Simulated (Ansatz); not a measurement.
# LiZnF3 (model cell, started as cubic perovskite with Zn in the octahedra): the cell at rest

Aim: bring LiZnF3 (model cell, started as cubic perovskite with Zn in the octahedra) to small forces and stress, as phonons need.

Program: Ansatz 0.2.0. Level of theory: DFT PBEsol, scalar-relativistic, plane waves, PAW; PAW set soft_1. Results are calculated unless marked as measured.

This is a report of a sequence of runs, with most program output left out.

The structure was built from a prototype and need not be the compound's stable phase.

### 1. The structure

It takes space group Pm-3m (No. 221, cubic). The conventional cell has a = 4.057 Å, b = 4.057 Å, c = 4.057 Å, α = 90.00°, β = 90.00°, γ = 90.00°. Nearest to Li lie 12 F at 2.87 Å. Nearest to Zn lie 6 F at 2.03 Å. Nearest to F lie 2 Zn at 2.03 Å. Farther neighbours and most contacts between anions are not listed.

### 2. A coarse first look

First a cheap look: the gap decides the mesh and the occupations, the pressure tells how far the cell has to move.

input.yaml reads:

```yaml
crystal:
  lattice:
    - [4.0572, 0.0, 0.0]
    - [0.0, 4.0572, 0.0]
    - [0.0, 0.0, 4.0572]
  atoms:
    - { symbol: Li, position: [0.0, 0.0, 0.0] }
    - { symbol: Zn, position: [0.5, 0.5, 0.5] }
    - { symbol: F, position: [0.5, 0.5, 0.0] }
    - { symbol: F, position: [0.5, 0.0, 0.5] }
    - { symbol: F, position: [0.0, 0.5, 0.5] }
kpoints:
  mp_grid: { grid: [4, 4, 4] }
hamiltonian:
  xc: pbesol
  pseudopotentials: { kind: paw, azcp: { folder: soft_1 }, xc_functional: pbe }
scf:
  occupations: { method: gaussian, width: 0.1 }
output:
  forces: true
  stress: true
  eigenvalues: true
```

On the command line:

```console
> ansatz run input.yaml --threads 4 --pin off --max-ram 16384MiB --backend cpu --events-out ev --progress --plain --runs-dir out
```

Run time: 1.8 s. Hardware: 4 threads of Intel Xeon Platinum 8375C at 2.90GHz (Ice Lake), shared host; peak memory 0.38 GiB; 2.8 s of CPU time.

A gap read on the k-mesh alone can miss the band edges.

This step gave:

```
pressure           : -4.767 GPa
gap on the k-mesh  : 3.086 eV
volume per atom    : 13.36 Å³
direct gap on mesh : 5.029 eV
```

The coarse mesh shows a gap of 3.09 eV and a pressure of -4.8 GPa.

### 3. Bringing the structure to rest

Harmonic phonons are second derivatives at a point where the forces vanish, and they are wanted at zero stress, so atoms and cell are relaxed first.

input.yaml, the sections that differ from step 2:

```yaml
kpoints:
  mp_grid: { grid: [6, 6, 6] }
scf:
  occupations: { method: gaussian, width: 0.02 }
output:
  forces: true
  stress: true
  eigenvalues: true
  write_density: true
  write_potential: true
  elf: true
  volumetric_format: npy
relax:
  adjacent_minimum: "off"
  f_tol: 0.005
  max_steps: 80
  cell: { stress_tol: 0.05 }
# crystal, hamiltonian: as in step 2
```

The job ended after 4.7 s (4 threads; peak memory 0.44 GiB; 15 s of CPU time).

Relaxation path:

| step | energy less that of the first step (eV) | largest force component (eV/Å) | pressure (GPa) | volume (Å³) |
| --- | --- | --- | --- | --- |
| 1 | 0.0000 | 0.0000 | -4.77 | 66.79 |
| 2 | -0.0561 | 0.0000 | -2.40 | 64.56 |
| 3 | -0.0765 | 0.0000 | 0.26 | 62.44 |
| 4 | -0.0761 | 0.0000 | -0.01 | 62.64 |
| 5* | -0.0680 | 0.0000 | -0.25 | 62.64 |
| 6 | -0.0686 | 0.0000 | 0.00 | 62.46 |
| 7* | -0.0684 | 0.0000 | -0.01 | 62.46 |

Relaxation steps marked * repeat the geometry before them on a plane-wave basis chosen anew for their cell, so energy and pressure can jump there.

The run keeps the 48 symmetry operations that it works with, so distortions that break them were not tested.

| conventional cell, symmetrised | before | after | change |
| --- | --- | --- | --- |
| a (Å) | 4.057 | 3.968 | -2.2 % |
| b (Å) | 4.057 | 3.968 | -2.2 % |
| c (Å) | 4.057 | 3.968 | -2.2 % |
| volume (Å³/atom) | 13.36 | 12.49 | -6.5 % |

The relaxed structure:

```xyz
5
Lattice="3.9677 0.0000 0.0000 0.0000 3.9677 0.0000 0.0000 0.0000 3.9677" Properties=species:S:1:pos:R:3 pbc="T T T"
Li    0.0000    0.0000    0.0000
Zn    1.9839    1.9839    1.9839
F     1.9839    1.9839    0.0000
F     1.9839    0.0000    1.9839
F     0.0000    1.9839    1.9839
```

Numbers from this step:

| Item | Value |
| --- | --- |
| pressure | -0.007091 GPa |
| gap on the k-mesh | 3.080 eV |
| volume per atom | 12.49 Å³ |
| direct gap on mesh | 5.453 eV |

Electrostatic potential energy in the ac plane at fractional y = 0.500, with atoms of Zn and F within 0.2 Å of it. With pseudopotentials it is smooth inside the atoms' cores, unlike the true potential.

Values in eV, 13 rows by 14 columns, each cell a mean:
```
  8   8   9   8   6 -18 -35 -41 -33  -9   8   9   8   8
  9   9   9   8   7  -1 -17 -23 -14   3   8   9   9   9
  9   9   8   8   6   5   2   1   3   5   7   8   8   9
  4   6   7   6   4  -4 -13 -16 -11  -1   5   7   7   6
-25 -16   1   4  -5 -26 -41 -46 -38 -18  -1   5  -4 -19
-42 -35 -13   1 -14 -41 -55 -57 -53 -32  -8   1 -21 -37
-43 -38 -16   1 -16 -44 -57 -57 -56 -35  -9  -1 -25 -41
-32 -24  -4   3  -8 -32 -47 -53 -44 -24  -3   3 -10 -27
 -4   1   6   6   1 -11 -23 -27 -21  -6   3   6   6  -1
  8   8   8   7   6   3   0  -2   0   4   6   8   8   8
  9   9   9   8   7   4  -6 -11  -3   6   8   8   9   9
  8   9   9   8   6 -13 -32 -37 -29  -5   8   9   9   8
  8   8   9   9   4 -24 -41 -43 -38 -14   7   9   9   8
```
Columns run along a (4.0 Å; values clipped at the 3rd and 97th percentile), rows up along c (4.0 Å). Atoms in or near the plane, at fractional coordinates: Zn at (0.50, 0.50), F at (0.50, 0.00), F at (0.00, 0.50).

ELF in the ac plane at fractional y = 0.500, with atoms of Zn and F within 0.2 Å of it. It is the smooth field of the valence electrons, not physical close to the nuclei.

Values, 13 rows by 14 columns, each cell a mean:
```
0.01 0.02 0.07 0.33 0.66 0.79 0.73 0.66 0.76 0.77 0.58 0.23 0.04 0.01
0.07 0.04 0.03 0.14 0.43 0.69 0.76 0.76 0.75 0.62 0.34 0.09 0.03 0.05
0.38 0.27 0.09 0.05 0.12 0.24 0.32 0.35 0.31 0.20 0.09 0.05 0.14 0.31
0.70 0.62 0.34 0.11 0.08 0.11 0.12 0.12 0.12 0.10 0.07 0.15 0.45 0.65
0.79 0.79 0.62 0.22 0.11 0.10 0.05 0.03 0.06 0.11 0.11 0.33 0.72 0.79
0.62 0.73 0.72 0.30 0.12 0.05 0.01 0.01 0.01 0.07 0.13 0.43 0.77 0.71
0.54 0.70 0.73 0.31 0.12 0.04 0.01 0.01 0.01 0.06 0.13 0.45 0.77 0.66
0.75 0.78 0.67 0.25 0.11 0.08 0.03 0.02 0.04 0.10 0.11 0.37 0.75 0.78
0.77 0.72 0.46 0.15 0.09 0.11 0.10 0.09 0.11 0.11 0.08 0.22 0.58 0.74
0.50 0.38 0.15 0.06 0.09 0.16 0.21 0.22 0.20 0.14 0.07 0.07 0.22 0.42
0.15 0.09 0.04 0.08 0.28 0.54 0.65 0.67 0.63 0.47 0.21 0.05 0.04 0.11
0.02 0.02 0.06 0.27 0.61 0.78 0.75 0.71 0.77 0.75 0.52 0.19 0.03 0.02
0.00 0.01 0.11 0.41 0.71 0.80 0.66 0.52 0.71 0.79 0.64 0.30 0.05 0.01
```
Columns run along a (4.0 Å), rows up along c (4.0 Å). Atoms in or near the plane, at fractional coordinates: Zn at (0.50, 0.50), F at (0.50, 0.00), F at (0.00, 0.50).

Valence density in the ac plane at fractional y = 0.500, with atoms of Zn and F within 0.2 Å of it. It is the smooth field of the valence electrons, not physical close to the nuclei.

Ten steps, logarithmic in the rise over the least value, from '0' (0 e/Å³) to '9' (35 e/Å³), each cell a mean:
```
00002467631000
00001244421000
00000122110000
21100122210012
54211345421134
76322589731246
76422589842257
65311367521135
32101123210112
10000112110000
00001233210000
00001456531000
00002577641000
```
Columns run along a (4.0 Å), rows up along c (4.0 Å). Atoms in or near the plane, at fractional coordinates: Zn at (0.50, 0.50), F at (0.50, 0.00), F at (0.00, 0.50).

In this step the volume went from 13.36 to 12.49 Å³/atom.

### 4. Tight relaxation

Phonons need a cell at rest on their own settings, so the relaxation is repeated with tight tolerances on forces and stress, using the mesh and the filling of the phonon run that follows.

input.yaml reads:

```yaml
crystal:
  lattice:
    - [3.9677040432, 0.0, 0.0]
    - [0.0, 3.9677040432, 0.0]
    - [0.0, 0.0, 3.9677040432]
  atoms:
    - { symbol: Li, position: [0.0, 0.0, 0.0] }
    - { symbol: Zn, position: [0.5, 0.5, 0.5] }
    - { symbol: F, position: [0.5, 0.5, 0.0] }
    - { symbol: F, position: [0.5, 0.0, 0.5] }
    - { symbol: F, position: [0.0, 0.5, 0.5] }
kpoints:
  mp_grid: { grid: [8, 8, 8] }
hamiltonian:
  xc: pbesol
  pseudopotentials: { kind: paw, azcp: { folder: soft_1 }, xc_functional: pbe }
scf:
  occupations: { method: fixed }
output:
  forces: true
  stress: true
  eigenvalues: true
relax:
  adjacent_minimum: "off"
  f_tol: 0.001
  max_steps: 60
  cell: { stress_tol: 0.01 }
```

Wall time 1.9 s (4 threads); peak memory 0.44 GiB; 6.5 s of CPU time.

Little changed from the start: no atom moved by 0.005 Å and no cell edge by 0.1 %.

Numbers from this step:

```yaml
pressure: -0.006911 GPa
```

The forces vanish by symmetry and the pressure is -0.007 GPa, within the tolerances set. The cell now holds 12.49 Å³/atom.

### 5. What came out

* space group after relaxation (within 0.01 Å): Pm-3m
* lattice constant a: 3.968 Å
* lattice constant b: 3.968 Å
* lattice constant c: 3.968 Å
* volume per atom: 12.5 Å³
* gap on the k-mesh: 3.08 eV

**Reading.** The forces vanish by symmetry and the pressure is -0.007 GPa, within the tolerances set. The cell now holds 12.49 Å³/atom. The relaxation keeps the symmetry of its start, so it says nothing on stability against lower symmetry. The PAW files were made for PBE and serve the other functionals too. The starting cell was built on a prototype and not taken from a measurement, so the phase need not exist.

[Logs are printed without paths, hosts, clocks, repeated set-up lines and the standing remarks that a program may print on its own settings, such as how far it seeks lower states.]

[Hosts, paths, dates, database ids (printed as entryN), source tags and the programs' standing remarks are cut or masked in the printed files.]
